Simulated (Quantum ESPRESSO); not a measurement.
**Collinear magnetic orders of GaFe3 with Quantum ESPRESSO**

Wanted: the moments of GaFe3 and the energy of each order that was tried.

Method: PBEsol; plane waves with GBRV 1.5 PBEsol potentials, no spin-orbit coupling, in Quantum ESPRESSO 7.5.

## Step 1: The structure

Symmetry: Pm-3m, No. 221, cubic system. The conventional cell has a = 3.701 Å, b = 3.701 Å, c = 3.701 Å, α = 90.00°, β = 90.00°, γ = 90.00°. Nearest to Ga lie 12 Fe at 2.62 Å. Fe has 4 Ga at 2.62 Å and 8 Fe at 2.62 Å nearest. Farther neighbours are not listed.

Structure file:

```cif
data_structure
_symmetry_space_group_name_H-M 'P 1'
_symmetry_Int_Tables_number 1
_cell_length_a 3.7010
_cell_length_b 3.7010
_cell_length_c 3.7010
_cell_angle_alpha 90.000
_cell_angle_beta 90.000
_cell_angle_gamma 90.000
_cell_volume 50.69
loop_
_atom_site_label
_atom_site_type_symbol
_atom_site_fract_x
_atom_site_fract_y
_atom_site_fract_z
_atom_site_occupancy
Ga1 Ga 0.00000 0.00000 0.00000 1
Fe2 Fe 0.00000 0.50000 0.50000 1
Fe3 Fe 0.50000 0.00000 0.50000 1
Fe4 Fe 0.50000 0.50000 0.00000 1
```

The cell comes from the Crystallography Open Database.

The settings of this session are cheaper than careful work needs (see the inputs), so it shows what such settings give, not the properties of the crystal.

## Step 2: Run 1 (ferro +++)

The signs are those of the starting moments on the seeded atoms, the atoms that are given a moment.

ASE passes magmoms on as starting_magnetization. pw.x reads values of 1 or more as Bohr magnetons; where all are smaller, it reads them as fractions of the valence charge.

pw.py reads:

```python
from ase import Atoms
from ase.calculators.espresso import Espresso, EspressoProfile

atoms = Atoms(['Ga', 'Fe', 'Fe', 'Fe'],
    cell=[[3.701, 0.0, 0.0],
         [0.0, 3.701, 0.0],
         [0.0, 0.0, 3.701]],
    scaled_positions=[[0.0, 0.0, 0.0],
         [0.0, 0.5, 0.5],
         [0.5, 0.0, 0.5],
         [0.5, 0.5, 0.0]],
    pbc=True,
    magmoms=[0.0, 2.8, 2.8, 2.8])
input_data = {
    'control': {'calculation': 'scf', 'prefix': 'pwscf', 'outdir': './tmp', 'disk_io': 'nowf'},
    'system': {'ecutwfc': 40.0, 'ecutrho': 280.0, 'nbnd': 48, 'occupations': 'smearing', 'smearing': 'mp', 'degauss': 0.00734986, 'nspin': 2},
    'electrons': {'conv_thr': 8e-09, 'electron_maxstep': 150, 'mixing_beta': 0.5, 'mixing_ndim': 12},
}
atoms.calc = Espresso(
    profile=EspressoProfile(command='mpirun -n 2 pw.x -nk 2', pseudo_dir='pseudo'),
    pseudopotentials={'Fe': 'fe_pbesol_v1.5.uspp.F.UPF', 'Ga': 'ga_pbesol_v1.4.uspp.F.UPF'},
    input_data=input_data,
    kpts=(8, 8, 8),
    koffset=(0, 0, 0))
atoms.get_potential_energy()
energy = atoms.calc.results['free_energy']
print(f'free energy: {energy:.6f} eV')
print('site moments (muB):', atoms.get_magnetic_moments().round(3))
```

espresso.pwi reads:

```
&CONTROL
   calculation      = 'scf'
   outdir           = './tmp'
   prefix           = 'pwscf'
   disk_io          = 'nowf'
   pseudo_dir       = 'pseudo'
/
&SYSTEM
   nbnd             = 48
   ecutwfc          = 40.0
   ecutrho          = 280.0
   occupations      = 'smearing'
   degauss          = 0.00734986
   smearing         = 'mp'
   nspin            = 2
   starting_magnetization(1) = 0.0
   starting_magnetization(2) = 2.8
   ntyp             = 2
   nat              = 4
   ibrav            = 0
/
&ELECTRONS
   electron_maxstep = 150
   conv_thr         = 8e-09
   mixing_beta      = 0.5
   mixing_ndim      = 12
/
&IONS
/
&CELL
/
&FCP
/
&RISM
/
ATOMIC_SPECIES
Ga  69.723 ga_pbesol_v1.4.uspp.F.UPF
Fe  55.845 fe_pbesol_v1.5.uspp.F.UPF

K_POINTS automatic
8 8 8  0 0 0

CELL_PARAMETERS angstrom
3.70100000000000 0.00000000000000 0.00000000000000
0.00000000000000 3.70100000000000 0.00000000000000
0.00000000000000 0.00000000000000 3.70100000000000

ATOMIC_POSITIONS angstrom
Ga  0.0000000000 0.0000000000 0.0000000000  
Fe  0.0000000000 1.8505000000 1.8505000000  
Fe  1.8505000000 0.0000000000 1.8505000000  
Fe  1.8505000000 1.8505000000 0.0000000000
```

Launch:

```console
> OMP_NUM_THREADS=1 python3 pw.py > pw.log
```

Log:

```text
free energy: -15858.928007 eV
site moments (muB): [-0.115  2.442  2.442  2.442]

--- espresso.pwo ---
Program PWSCF v.7.5 starts

Warning: card &CELL ignored
Warning: card &FCP ignored
Warning: card &RISM ignored

     Message from routine setup:
     using ibrav=0 with symmetry is DISCOURAGED, use correct ibrav instead

     K-points division:     npool     =       2
     Subspace diagonalization in iterative solution of the eigenvalue problem:

     G-vector sticks info
     --------------------
     sticks:   dense  smooth     PW     G-vecs:    dense   smooth      PW
     Sum        1093     621    193                27081    11753    2103

     Using Slab Decomposition

     bravais-lattice index     =            0
     lattice parameter (alat)  =       6.9939  a.u.
     unit-cell volume          =     342.1006 (a.u.)^3
     number of atoms/cell      =            4
     number of atomic types    =            2
     number of electrons       =        67.00
     number of Kohn-Sham states=           48
     kinetic-energy cutoff     =      40.0000  Ry
     charge density cutoff     =     280.0000  Ry
     scf convergence threshold =      8.0E-09
     mixing beta               =       0.5000
     number of iterations used =           12  plain     mixing
     Exchange-correlation= SLA  PW   PSX  PSC
                           (   1   4  10   8   0   0   0)

     celldm(1)=   6.993876  celldm(2)=   0.000000  celldm(3)=   0.000000
     celldm(4)=   0.000000  celldm(5)=   0.000000  celldm(6)=   0.000000

     crystal axes: (cart. coord. in units of alat)
               a(1) = (   1.000000   0.000000   0.000000 )
               a(2) = (   0.000000   1.000000   0.000000 )
               a(3) = (   0.000000   0.000000   1.000000 )

     reciprocal axes: (cart. coord. in units 2 pi/alat)
               b(1) = (  1.000000  0.000000  0.000000 )
               b(2) = (  0.000000  1.000000  0.000000 )
               b(3) = (  0.000000  0.000000  1.000000 )

     PseudoPot. # 1 for Ga read from file:
     ga_pbesol_v1.4.uspp.F.UPF
     Pseudo is Ultrasoft + core correction, Zval = 19.0
     Generated by new atomic code, or converted to UPF format
     Using radial grid of  871 points,  6 beta functions with:
                l(1) =   0
                l(2) =   0
                l(3) =   1
                l(4) =   1
                l(5) =   2
                l(6) =   2
     Q(r) pseudized with  8 coefficients,  rinner =    1.250   1.250   1.250
                                                       1.250   1.250

     PseudoPot. # 2 for Fe read from file:
     fe_pbesol_v1.5.uspp.F.UPF
     Pseudo is Ultrasoft + core correction, Zval = 16.0
     Generated by new atomic code, or converted to UPF format
     Using radial grid of  861 points,  6 beta functions with:
                l(1) =   0
                l(2) =   0
                l(3) =   1
                l(4) =   1
                l(5) =   2
                l(6) =   2
     Q(r) pseudized with  8 coefficients,  rinner =    1.000   1.000   1.000
                                                       1.000   1.000

     atomic species   valence    mass     pseudopotential
     Ga               19.00    69.72300     Ga( 1.00)
     Fe               16.00    55.84500     Fe( 1.00)

     Starting magnetic structure
     atomic species   magnetization
     Ga              0.000
     Fe              0.175

     48 Sym. Ops., with inversion, found

   Cartesian axes

     site n.     atom                  positions (alat units)
         1        Ga     tau(   1) = (   0.0000000   0.0000000   0.0000000  )
         2        Fe     tau(   2) = (   0.0000000   0.5000000   0.5000000  )
         3        Fe     tau(   3) = (   0.5000000   0.0000000   0.5000000  )
         4        Fe     tau(   4) = (   0.5000000   0.5000000   0.0000000  )

     number of k points=    35  Methfessel-Paxton smearing, width (Ry)=  0.0073
                       cart. coord. in units 2pi/alat
        k(    1) = (   0.0000000   0.0000000   0.0000000), wk =   0.0019531
        k(    2) = (   0.0000000   0.0000000   0.1250000), wk =   0.0117188
        k(    3) = (   0.0000000   0.0000000   0.2500000), wk =   0.0117188
        k(    4) = (   0.0000000   0.0000000   0.3750000), wk =   0.0117188
        k(    5) = (   0.0000000   0.0000000  -0.5000000), wk =   0.0058594
        [... 30 further k-points ...]

     Dense  grid:    27081 G-vectors     FFT dimensions: (  40,  40,  40)

     Smooth grid:    11753 G-vectors     FFT dimensions: (  30,  30,  30)

     Check: negative core charge=   -0.000049
     Generating pointlists ...
     new r_m :   0.2917 (alat units)  2.0400 (a.u.) for type    1
     new r_m :   0.2917 (alat units)  2.0400 (a.u.) for type    2

     Initial potential from superposition of free atoms

     starting charge      63.0000, renormalised to      67.0000
     Starting wfcs are   51 randomized atomic wfcs

     Self-consistent Calculation

     iteration #  1     ecut=    40.00 Ry     beta= 0.50
     Davidson diagonalization with overlap
     ethr =  1.00E-02,  avg # of iterations =  3.6

     total energy              =   -1120.13326676 Ry
     estimated scf accuracy    <      71.11639279 Ry

     total magnetization       =     4.37 Bohr mag/cell
     absolute magnetization    =     4.55 Bohr mag/cell

     iteration #  2     ecut=    40.00 Ry     beta= 0.50
     Davidson diagonalization with overlap
     ethr =  1.00E-02,  avg # of iterations =  3.4

     total energy              =   -1155.10596848 Ry
     estimated scf accuracy    <     106.77987158 Ry

     total magnetization       =     2.86 Bohr mag/cell
     absolute magnetization    =     3.11 Bohr mag/cell

     iteration #  3     ecut=    40.00 Ry     beta= 0.50
     Davidson diagonalization with overlap
     ethr =  1.00E-02,  avg # of iterations =  3.2

     total energy              =   -1165.25217163 Ry
     estimated scf accuracy    <      17.82087039 Ry

     total magnetization       =     5.72 Bohr mag/cell
     absolute magnetization    =     6.24 Bohr mag/cell

     [... further iterations left out ...]

     iteration # 12     ecut=    40.00 Ry     beta= 0.50
     Davidson diagonalization with overlap
     ethr =  1.18E-07,  avg # of iterations =  2.0

     total energy              =   -1165.60981131 Ry
     estimated scf accuracy    <       0.00000973 Ry

     total magnetization       =     7.09 Bohr mag/cell
     absolute magnetization    =     7.66 Bohr mag/cell

     iteration # 13     ecut=    40.00 Ry     beta= 0.50
     Davidson diagonalization with overlap
     ethr =  1.45E-08,  avg # of iterations =  2.1

     total energy              =   -1165.60981075 Ry
     estimated scf accuracy    <       0.00000217 Ry

     total magnetization       =     7.09 Bohr mag/cell
     absolute magnetization    =     7.66 Bohr mag/cell

     iteration # 14     ecut=    40.00 Ry     beta= 0.50
     Davidson diagonalization with overlap
     ethr =  3.24E-09,  avg # of iterations =  2.2

     total energy              =   -1165.60981133 Ry
     estimated scf accuracy    <       0.00000006 Ry

     total magnetization       =     7.09 Bohr mag/cell
     absolute magnetization    =     7.66 Bohr mag/cell

     iteration # 15     ecut=    40.00 Ry     beta= 0.50
     Davidson diagonalization with overlap
     ethr =  8.69E-11,  avg # of iterations =  2.3

     Magnetic moment per site  (integrated on atomic sphere of radius R)
     atom   1 (R=0.292)  charge= 17.4928  magn= -0.1149
     atom   2 (R=0.292)  charge= 14.6705  magn=  2.4415
     atom   3 (R=0.292)  charge= 14.6705  magn=  2.4415
     atom   4 (R=0.292)  charge= 14.6705  magn=  2.4415

     End of self-consistent calculation

     [... lines left out ...]
     the Fermi energy is    16.4250 ev

!    total energy              =   -1165.60981134 Ry
     estimated scf accuracy    <          1.1E-09 Ry
     smearing contrib. (-TS)   =       0.00000952 Ry
     internal energy E=F+TS    =   -1165.60982086 Ry

     The total energy is F=E-TS. E is the sum of the following terms:
     one-electron contribution =    -659.68062027 Ry
     hartree contribution      =     366.75563606 Ry
     xc contribution           =    -134.81345967 Ry
     ewald contribution        =    -737.87137699 Ry

     total magnetization       =     7.09 Bohr mag/cell
     absolute magnetization    =     7.66 Bohr mag/cell

     convergence has been achieved in  15 iterations

=------------------------------------------------------------------------------=
   JOB DONE.
=------------------------------------------------------------------------------=
```

Wall time 33 s (2 MPI ranks of Intel Xeon 6975P-C (Granite Rapids), shared host); peak memory 0.33 GiB.

Spin moment in the atom's sphere by atom:

```
atom  spin moment in the atom's sphere (μB)
 Ga1                                  -0.11
 Fe2                                   2.44
 Fe3                                   2.44
 Fe4                                   2.44
```

This step gave:

```yaml
smearing_term_ts: -1.30e-4 eV
magnetization: 7.09 μB
absolute_magnetization: 7.663 μB
final_state: ferromagnetic
```

(Part 1 of 2 ends here.)

[Logs and program files are shortened in this print: banners, set-up blocks, solver, clock and traceback lines can be left out without a mark of their own.]

[Logs are printed without paths, hosts, clocks, repeated set-up lines and the standing remarks that a program may print on its own settings, such as how far it seeks lower states.]

[Hosts, paths, dates, database ids (printed as entryN), source tags and the programs' standing remarks are cut or masked in the printed files.]

[Where a cell is said to come from a database of computed structures, the database is the Materials Project.]
